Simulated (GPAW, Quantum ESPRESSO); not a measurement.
# C K-edge XANES of HfC (Fm-3m)

Aim: the C K edge of HfC (Fm-3m) by two routes, a Lanczos recursion (XSpectra) and a sum over empty bands (GPAW), to see which features are robust.

Method: core-hole supercells, plane-wave PAW PBE, without spin-orbit coupling (first program; GPAW 26.7.0 follows as the second), in Quantum ESPRESSO 7.5.

The database entry behind the starting cell differs from later determinations by our own check (about 0.2 % long), so it need not match the best structure at ambient conditions.

## (1) The structure

Symmetry: Fm-3m, No. 225, cubic system. Conventional cell: a = 4.650 Å, b = 4.650 Å, c = 4.650 Å, α = 90.00°, β = 90.00°, γ = 90.00°. Nearest to Hf lie 6 C at 2.33 Å. C has 6 Hf at 2.33 Å nearest. Farther neighbours are not listed.

## (2) Ground state of the crystal (Quantum ESPRESSO)

A plain self-consistent run shows whether there is a gap, which decides the set-up of the core-hole run.

Input file scf.in:

```
&control
   calculation='scf', prefix='x', pseudo_dir='../pp', outdir='tmp', tprnfor=.true.
/
&system
   ibrav=0, nat=2, ntyp=2, nbnd=12
   ecutwfc=46, ecutrho=360
   occupations='smearing', smearing='mv', degauss=0.015
/
&electrons
   conv_thr=2.0e-08, electron_maxstep=120
   mixing_beta=0.5
/
ATOMIC_SPECIES
Hf 1.0 Hf.pbe-spn-kjpaw.UPF
C3 1.0 C.pbe-n-kjpaw.UPF
CELL_PARAMETERS angstrom
  0.00000000 2.32500000 2.32500000
  2.32500000 0.00000000 2.32500000
  2.32500000 2.32500000 0.00000000
ATOMIC_POSITIONS crystal
Hf   0.50000000 0.50000000 0.50000000
C3   0.00000000 0.00000000 0.00000000
K_POINTS automatic
10 10 10 0 0 0
```

Input file Hf.pbe-spn-kjpaw.ld1.in:

```
&input
   title='Hf', zed=72., rel=1, iswitch=3, dft='PBE',
   config='[Xe] 4f14 6s2 6p0 5d2'
/
&inputp
   file_pseudopw='Hf.pbe-spn-kjpaw.UPF', author='',
   lpaw=.true.,
   pseudotype=3,
   lloc=-1,
   rcloc=1.7,
   which_augfun='PSQ',
   rmatch_augfun_nc=.true.,
   nlcc=.true.,
   new_core_ps=.true.,
   rcore=1.2,
   tm=.true.,
   lgipaw_reconstruction=.true., use_paw_as_gipaw=.true.
/
6
5S  1  0  2.00  0.00  1.00  1.30  0.0
6S  2  0  2.00  0.00  1.00  1.30  0.0
5P  2  1  6.00  0.00  1.10  1.30  0.0
6P  3  1  0.00 -2.20  1.10  1.30  0.0
5D  3  2  2.00  0.00  1.50  1.60  0.0
5D  3  2  0.00  0.05  1.50  1.60  0.0
```

Input file C.pbe-n-kjpaw.ld1.in:

```
&input
   title='C', zed=6., rel=1, iswitch=3, dft='PBE',
   config='[He] 2s2 2p2'
/
&inputp
   file_pseudopw='C.pbe-n-kjpaw.UPF', author='',
   lpaw=.true.,
   pseudotype=3,
   lloc=-1,
   rcloc=0.9,
   which_augfun='PSQ',
   rmatch_augfun_nc=.true.,
   nlcc=.true.,
   new_core_ps=.true.,
   rcore=0.7,
   tm=.true.,
   lgipaw_reconstruction=.true., use_paw_as_gipaw=.true.
/
4
2S  1  0  2.00  0.00  1.00  1.20  0.0
2S  1  0  0.00  3.00  1.00  1.20  0.0
2P  2  1  2.00  0.00  0.90  1.40  0.0
2P  2  1  0.00  0.05  0.90  1.40  0.0
```

On the command line:

```
$ OMP_NUM_THREADS=1 mpirun --oversubscribe --bind-to none -np 4 pw.x -nk 4 -in scf.in > scf.out
```

The program printed:

```text
     [... banner and references ...]
using ibrav=0 with symmetry is DISCOURAGED, use correct ibrav instead

     G-vector sticks info
     --------------------

     Using Slab Decomposition

     bravais-lattice index     =            0
     lattice parameter (alat)  =       6.2135  a.u.
     unit-cell volume          =     169.6272 (a.u.)^3
     number of atoms/cell      =            2
     number of atomic types    =            2
     number of electrons       =        16.00
     number of Kohn-Sham states=           12
     kinetic-energy cutoff     =      46.0000  Ry
     charge density cutoff     =     360.0000  Ry
     scf convergence threshold =      2.0E-08
     mixing beta               =       0.5000
     number of iterations used =            8  plain     mixing
     Exchange-correlation= SLA  PW   PBX  PBC
                           (   1   4   3   4   0   0   0)

     celldm(1)=   6.213507  celldm(2)=   0.000000  celldm(3)=   0.000000
     celldm(4)=   0.000000  celldm(5)=   0.000000  celldm(6)=   0.000000

     crystal axes: (cart. coord. in units of alat)
               a(1) = (   0.000000   0.707107   0.707107 )
               a(2) = (   0.707107   0.000000   0.707107 )
               a(3) = (   0.707107   0.707107   0.000000 )

     reciprocal axes: (cart. coord. in units 2 pi/alat)
               b(1) = ( -0.707107  0.707107  0.707107 )
               b(2) = (  0.707107 -0.707107  0.707107 )
               b(3) = (  0.707107  0.707107 -0.707107 )

     PseudoPot. #1 for Hf:     Pseudo is Projector augmented-wave + core cor, Zval = 12.0

     ../pp/C.pbe-n-kjpaw.UPF
     Pseudo is Projector augmented-wave + core cor, Zval =  4.0
     Shape of augmentation charge: PSQ
     Using radial grid of 1073 points,  4 beta functions with:
                l(1) =   0
                l(2) =   0
                l(3) =   1
                l(4) =   1
     Q(r) pseudized with 0 coefficients

     atomic species   valence    mass     pseudopotential
     Hf               12.00     1.00000     Hf( 1.00)
     C3                4.00     1.00000     C ( 1.00)

     48 Sym. Ops., with inversion, found

   Cartesian axes

     site n.     atom                  positions (alat units)
         1        Hf     tau(   1) = (   0.7071068   0.7071068   0.7071068  )
         2        C3     tau(   2) = (   0.0000000   0.0000000   0.0000000  )

     number of k points=    47  Marzari-Vanderbilt smearing, width (Ry)=  0.0150
                       cart. coord. in units 2pi/alat
        k(    1) = (   0.0000000   0.0000000   0.0000000), wk =   0.0020000
        k(    2) = (   0.0707107   0.0707107  -0.0707107), wk =   0.0160000
        k(    3) = (   0.1414214   0.1414214  -0.1414214), wk =   0.0160000
        k(    4) = (   0.2121320   0.2121320  -0.2121320), wk =   0.0160000
        k(    5) = (   0.2828427   0.2828427  -0.2828427), wk =   0.0160000
[...]
k(   45) = (  -0.1414214  -0.4242641   0.7071068), wk =   0.0480000
        k(   46) = (  -0.0707107  -0.3535534   0.6363961), wk =   0.0480000
        k(   47) = (  -0.7071068   0.2828427   0.0000000), wk =   0.0240000

     Dense  grid:    19603 G-vectors     FFT dimensions: (  40,  40,  40)

     Smooth grid:     7119 G-vectors     FFT dimensions: (  27,  27,  27)

     Initial potential from superposition of free atoms

     starting charge      15.9980, renormalised to      16.0000
     Starting wfcs are   14 randomized atomic wfcs
     Checking if some PAW data can be deallocated...

     per-process dynamical memory:    25.4 Mb

     Self-consistent Calculation

     iteration #  1     ecut=    46.00 Ry     beta= 0.50
     Davidson diagonalization with overlap
     ethr =  1.00E-02,  avg # of iterations =  2.3

     total energy              =    -714.57590070 Ry
     estimated scf accuracy    <       0.61123114 Ry

     iteration #  2     ecut=    46.00 Ry     beta= 0.50
[...]
estimated scf accuracy    <       0.00000008 Ry

     iteration # 14     ecut=    46.00 Ry     beta= 0.50
     Davidson diagonalization with overlap
     ethr =  4.74E-10,  avg # of iterations =  2.0

     End of self-consistent calculation

          k = 0.0000 0.0000 0.0000 (   893 PWs)   bands (ev):

   -45.6805 -14.1062 -14.1062 -14.1062   3.1432  16.3007  16.3007  16.3007
    16.8391  16.8391  16.8391  18.8431

          k = 0.0707 0.0707-0.0707 (   908 PWs)   bands (ev):

   -45.6768 -14.1753 -14.1133 -14.1133   3.3913  15.0024  15.3775  15.3775
    17.2312  17.2312  17.5346  19.8938

          k = 0.1414 0.1414-0.1414 (   914 PWs)   bands (ev):

   -45.6667 -14.3510 -14.1307 -14.1307   4.0856  13.2397  14.1761  14.1761
    17.9695  17.9695  18.0510  21.8538

          k = 0.2121 0.2121-0.2121 (   893 PWs)   bands (ev):

   -45.6541 -14.5587 -14.1514 -14.1514   5.0919  11.5333  13.2388  13.2388
    18.7146  19.0404  19.0404  23.9666

          k = 0.2828 0.2828-0.2828 (   887 PWs)   bands (ev):

   -45.6440 -14.7215 -14.1682 -14.1682   6.1997  10.0641  12.6575  12.6575
    19.8279  20.1923  20.1923  23.4005

          k =-0.3536-0.3536 0.3536 (   886 PWs)   bands (ev):

[...]
k = 0.1414-0.0000 0.0000 (   901 PWs)   bands (ev):

[...]
k = 0.2121 0.0707-0.0707 (   901 PWs)   bands (ev):

[...]
k =-0.2828-0.4243 0.4243 (   893 PWs)   bands (ev):

[...]
k =-0.2121-0.3536 0.3536 (   891 PWs)   bands (ev):

[...]
k =-0.1414-0.2828 0.2828 (   895 PWs)   bands (ev):

[...]
k =-0.0707-0.2121 0.2121 (   900 PWs)   bands (ev):

[...]
k = 0.0000-0.1414 0.1414 (   907 PWs)   bands (ev):

[...]
k = 0.2828-0.0000 0.0000 (   889 PWs)   bands (ev):

[...]
k = 0.0000-0.2828 0.2828 (   909 PWs)   bands (ev):

[...]
k = 0.4950 0.0707-0.0707 (   887 PWs)   bands (ev):

[...]
k = 0.5657-0.0000 0.0000 (   886 PWs)   bands (ev):

[...]
k = 0.0000-0.5657 0.5657 (   894 PWs)   bands (ev):

[...]
k =-0.7071 0.0000 0.0000 (   894 PWs)   bands (ev):

[...]
k = 0.2828 0.1414 0.0000 (   891 PWs)   bands (ev):

[...]
k = 0.3536 0.2121-0.0707 (   893 PWs)   bands (ev):

[...]
k = 0.4243 0.1414-0.0000 (   886 PWs)   bands (ev):

[...]
k = 0.0000-0.2828 0.4243 (   888 PWs)   bands (ev):

[...]
k =-0.0707-0.4950 0.6364 (   895 PWs)   bands (ev):

[...]
k = 0.0000-0.4243 0.5657 (   897 PWs)   bands (ev):

[...]
k =-0.7071 0.1414 0.0000 (   904 PWs)   bands (ev):

[...]
k =-0.1414-0.4243 0.7071 (   896 PWs)   bands (ev):

   -45.6301 -14.5959 -14.4391 -14.2942   5.8085  11.5966  12.8524  13.1466
    18.0671  20.1749  21.9598  22.4185

          k =-0.0707-0.3536 0.6364 (   900 PWs)   bands (ev):

   -45.6281 -14.5648 -14.4895 -14.3157   5.8592  11.7690  12.7323  13.0612
    19.0214  19.0548  22.0511  23.0573

          k =-0.7071 0.2828 0.0000 (   892 PWs)   bands (ev):

   -45.6267 -14.5768 -14.4652 -14.3497   5.6858  12.6480  12.7146  12.8184
    18.0300  20.0481  22.2041  22.3804

     the Fermi energy is    15.4013 ev

!    total energy              =    -714.80749795 Ry
     total all-electron energy =    -30233.333778 Ry
     estimated scf accuracy    <          4.6E-10 Ry
     smearing contrib. (-TS)   =      -0.00006149 Ry
     internal energy E=F+TS    =    -714.80743646 Ry

     The total energy is F=E-TS. E is the sum of the following terms:
     one-electron contribution =      -5.90156979 Ry
     hartree contribution      =      13.02071727 Ry
     xc contribution           =     -46.14739102 Ry
     ewald contribution        =     -95.38758228 Ry
     one-center paw contrib.   =    -580.39161064 Ry

     convergence has been achieved in  14 iterations

     Forces acting on atoms (cartesian axes, Ry/au):

     atom    1 type  1   force =    -0.00000000    0.00000000    0.00000000
     atom    2 type  2   force =     0.00000000    0.00000000    0.00000000

     Total force =     0.000000     Total SCF correction =     0.000000

     XML data file, charge density, pseudopotentials, collected wavefunctions

=------------------------------------------------------------------------------=
   JOB DONE.
=------------------------------------------------------------------------------=
```

Wall time 6.1 s (4 MPI ranks of Arm Neoverse V2, shared host); peak memory 0.07 GiB.

Absorbing atoms carry a label of their own (element plus a letter or digit), as the spectrum program needs them as separate species.

The mesh shows no gap, so the system is treated as a metal and the core electron is put at the Fermi level (neutral cell).

## (3) Spectrum without a core hole, C atom 2 (Quantum ESPRESSO)

Without a hole the spectrum is the empty density of states of the right symmetry on the absorber, weighted by matrix elements. It needs only the small cell and serves as the baseline.

The absorber has 6 Hf at 2.33 Å (octahedral, site symmetry m-3m).

Input file xspectra.in:

```
&input_xspectra
   calculation='xanes_dipole', edge='K'
   prefix='x', outdir='tmp', xiabs=2, xe0=15.4013
   xonly_plot=.false., x_save_file='xanes.sav'
   xniter=3000, xcheck_conv=20, xerror=0.005
   xcoordcrys=.false., xepsilon(1)=1, xepsilon(2)=0, xepsilon(3)=0
/
&plot
   xnepoint=413, xemin=-10, xemax=45, terminator=.true., cut_occ_states=.true.
   xgamma=0.4
/
&pseudos
   filecore='../C.wfc'
/
&cut_occ
   cut_desmooth=0.1, cut_stepl=0.05, cut_stepu=0.05, cut_ierror=1e-5
/
11 11 11 0 0 0
```

On the command line:

```
$ OMP_NUM_THREADS=1 mpirun --oversubscribe --bind-to none -np 4 xspectra.x -nk 4 -in xspectra.in > xspectra.out
```

The program printed:

```text
     [... banner and references ...]
Reading input_file

     calculation: xanes_dipole

     xepsilon  [cartesian coordinates]:   1.000000   0.000000   0.000000

     xonly_plot: FALSE
        => complete calculation: Lanczos + spectrum plot

     filecore (core-wavefunction file): ../C.wfc

     main plot parameters:
        cut_occ_states: TRUE
        gamma_mode:  constant
        -> using xgamma [eV]:  0.40
        xemin [eV]: -10.00
        xemax [eV]:  45.00
        xnepoint:  413
        xe0 [eV]:  15.401300 (energy zero read in input file)

[...]
Results of STEP 1 successfully written in x_save_file
     x_save_file name:
     ->  xanes.sav
     x_save_file version:  2

     ... End STEP 1 ...

     ... Begin STEP 2 ...

     The spectrum is calculated using the following parameters:
        xe0 [eV]:   15.4013
        the occupied states are elimintate from the spectrum
        xemin [eV]: -10.00
        xemax [eV]:  45.00
        xnepoint:  413
        constant broadening parameter [eV]:    0.400
        Core level energy [eV]:  -284.2
         (from electron binding energy of neutral atoms in X-ray data booklet)

     Cross-section successfully written in xanes.dat

     ... End STEP 2 ...

                                END JOB XSpectra
```

The job ended after 30 s (4 MPI ranks; peak memory 0.12 GiB; 2 min of CPU time).

The C K spectrum, C atom 2, no core hole (energy from the energy zero of the input (xe0, at the border of filled and empty states); intensity scaled to a mean of 1 over the first 20 eV; the points at xe0, where the cut of filled states can leave a spike, are interpolated):

```csv
E (eV),intensity
-2.00,0.05
-1.25,0.07
-0.50,0.16
0.25,0.44
1.00,0.53
1.75,0.56
2.50,0.69
3.25,0.75
4.00,0.83
4.75,0.90
5.50,1.19
6.25,1.10
7.00,0.83
7.75,0.90
8.50,1.09
9.25,1.07
10.00,1.19
10.75,1.54
11.50,2.07
12.25,2.01
13.00,2.11
13.75,1.74
14.50,1.29
15.25,0.82
16.00,0.77
16.75,0.94
17.50,0.61
18.25,0.28
19.00,0.20
19.75,0.32
20.50,0.43
21.25,0.44
22.00,0.30
22.75,0.28
23.50,0.49
24.25,0.73
25.00,0.47
25.75,0.58
26.50,0.86
27.25,1.15
28.00,1.62
28.75,1.72
29.50,1.51
30.25,1.03
31.00,0.74
31.75,0.69
```

Main maxima below 24 eV (height): 5.6 eV (1.21), 8.7 eV (1.11), 9.8 eV (1.26), 11.4 eV (2.15), 12.6 eV (2.21) and 13.2 eV (2.19). A K edge sees empty p states on the absorber.

## (4) Another broadening

The final state's lifetime shortens with energy, so measured features broaden above the edge; the saved Lanczos coefficients are redrawn with a width that grows.

Input file xspectra_plot.in:

```
&input_xspectra
   calculation='xanes_dipole', edge='K'
   prefix='x', outdir='tmp', xiabs=2, xe0=15.4013
   xonly_plot=.true., x_save_file='xanes.sav'
   xniter=3000, xcheck_conv=20, xerror=0.005
   xcoordcrys=.false., xepsilon(1)=1, xepsilon(2)=0, xepsilon(3)=0
/
&plot
   xnepoint=413, xemin=-10, xemax=45, terminator=.true., cut_occ_states=.true.
   gamma_mode='variable', gamma_energy(1)=4, gamma_energy(2)=25, gamma_value(1)=0.3, gamma_value(2)=2.5
/
&pseudos
   filecore='../C.wfc'
/
&cut_occ
   cut_desmooth=0.1, cut_stepl=0.05, cut_stepu=0.05, cut_ierror=1e-5
/
11 11 11 0 0 0
```

On the command line:

```
$ OMP_NUM_THREADS=1 xspectra.x -in xspectra_plot.in > xspectra_plot.out
```

The program printed:

```text
     [... banner and references ...]
Reading input_file
     -------------------------------------------------------------------------

     calculation: xanes_dipole

     xonly_plot: TRUE
        => only the spectrum plot

     main plot parameters:
        cut_occ_states: TRUE
        gamma_mode:  variable
        -> first, constant up to point ( 4.00, 0.30) [eV]
        -> then, linear up to point (25.00, 2.50) [eV]
        -> finally, constant up to xemax
        xemin [eV]: -10.00
        xemax [eV]:  45.00
        xnepoint:  413
[...]
xemin [eV]: -10.00
        xemax [eV]:  45.00
        xnepoint:  413
        energy-dependent broadening parameter:
         -> first, constant up to point ( 4.00, 0.30) [eV]
         -> then, linear up to point (25.00, 2.50) [eV]
         -> finally, constant up to xemax
        Core level energy [eV]:  -284.2
         (from electron binding energy of neutral atoms in X-ray data booklet)

     Cross-section successfully written in xanes.dat

     -------------------------------------------------------------------------
                                END JOB XSpectra
     -------------------------------------------------------------------------
[key lines of the parts left out:]
Fermi level [eV]:  15.5955
```

Wall time 10 s (1 MPI rank); peak memory 0.13 GiB.

With a Lorentzian half width 0.3 eV up to 4 eV, rising linearly to 2.5 eV at 25 eV, the maxima are 1.3 eV (0.62), 2.4 eV (0.74), 4.2 eV (0.90), 5.6 eV (1.20) and 12.4 eV (1.74).

## (5) Reference energy of the supercell (Quantum ESPRESSO)

The photon energy needs a difference of total energies, so the cell and mesh of the coming hole run are first run without a hole.

Input file scf.in:

```
&control
   calculation='scf', prefix='x', pseudo_dir='../pp', outdir='tmp', tprnfor=.true.
/
&system
   ibrav=0, nat=12, ntyp=2, nbnd=59
   ecutwfc=46, ecutrho=360
   occupations='smearing', smearing='mv', degauss=0.015
/
&electrons
   conv_thr=1.2e-07, electron_maxstep=120
   mixing_beta=0.5
/
ATOMIC_SPECIES
Hf 1.0 Hf.pbe-spn-kjpaw.UPF
C 1.0 C.pbe-n-kjpaw.UPF
CELL_PARAMETERS angstrom
  2.32500000 4.65000000 2.32500000
  4.65000000 -2.32500000 -2.32500000
  -2.32500000 4.65000000 -2.32500000
ATOMIC_POSITIONS crystal
Hf   0.75000000 0.00000000 0.75000000
Hf   0.25000000 0.33333333 0.91666667
Hf   0.75000000 0.66666667 0.08333333
Hf   0.75000000 0.33333333 0.41666667
Hf   0.25000000 0.66666667 0.58333333
Hf   0.25000000 0.00000000 0.25000000
C    0.00000000 0.00000000 0.00000000
C    0.50000000 0.33333333 0.16666667
C    0.00000000 0.66666667 0.33333333
C    0.00000000 0.33333333 0.66666667
C    0.50000000 0.66666667 0.83333333
C    0.50000000 0.00000000 0.50000000
K_POINTS automatic
5 6 6 0 0 0
```

On the command line:

```
$ OMP_NUM_THREADS=1 mpirun --oversubscribe --bind-to none -np 4 pw.x -nk 4 -in scf.in > scf.out
```

The program printed:

```text
     [... banner and references ...]
[banner, memory and clock lines left out]
Found identity + (  0.5000  0.3333  0.1667) symmetry
     This is a supercell, fractional translations are disabled
     using ibrav=0 with symmetry is DISCOURAGED, use correct ibrav instead

     G-vector sticks info

     bravais-lattice index     =            0
     lattice parameter (alat)  =      10.7621  a.u.
     unit-cell volume          =    1017.7631 (a.u.)^3
[...]
atom    3 type  1   force =    -0.00000295   -0.00000384   -0.00000215
[...]
atom   11 type  2   force =    -0.00000032   -0.00000000    0.00000032
     atom   12 type  2   force =     0.00000000    0.00000000   -0.00000000

     Total force =     0.000013     Total SCF correction =     0.000039
     SCF correction compared to forces is large: reduce conv_thr to get better values

     XML data file, charge density, pseudopotentials, collected wavefunctions
[key lines of the parts left out:]
!    total energy              =   -4288.84505342 Ry
the Fermi energy is    15.3564 ev
convergence has been achieved in  21 iterations
```

Wall time 3.3 min (4 MPI ranks); peak memory 0.27 GiB.

Reference energy: -2468072.770 eV with the cores included.

(Continued in part 2 of 4.)

[Banner, clock and machine lines of the logs are left out without a mark of their own.]

[Logs are printed without paths, hosts, clocks, repeated set-up lines and the standing remarks that a program may print on its own settings, such as how far it seeks lower states.]

[Hosts, paths, dates, database ids (printed as entryN), source tags and the programs' standing remarks are cut or masked in the printed files.]

[Lists of maxima count a maximum above −3 eV only where it reaches 4 % of the highest in the window and stands out from its surroundings by 2 % of it (1.5 % where it reaches 55 %); shoulders and weaker maxima are passed over, and of the rest the first, up to two pre-edge ones and the few strongest are named.]
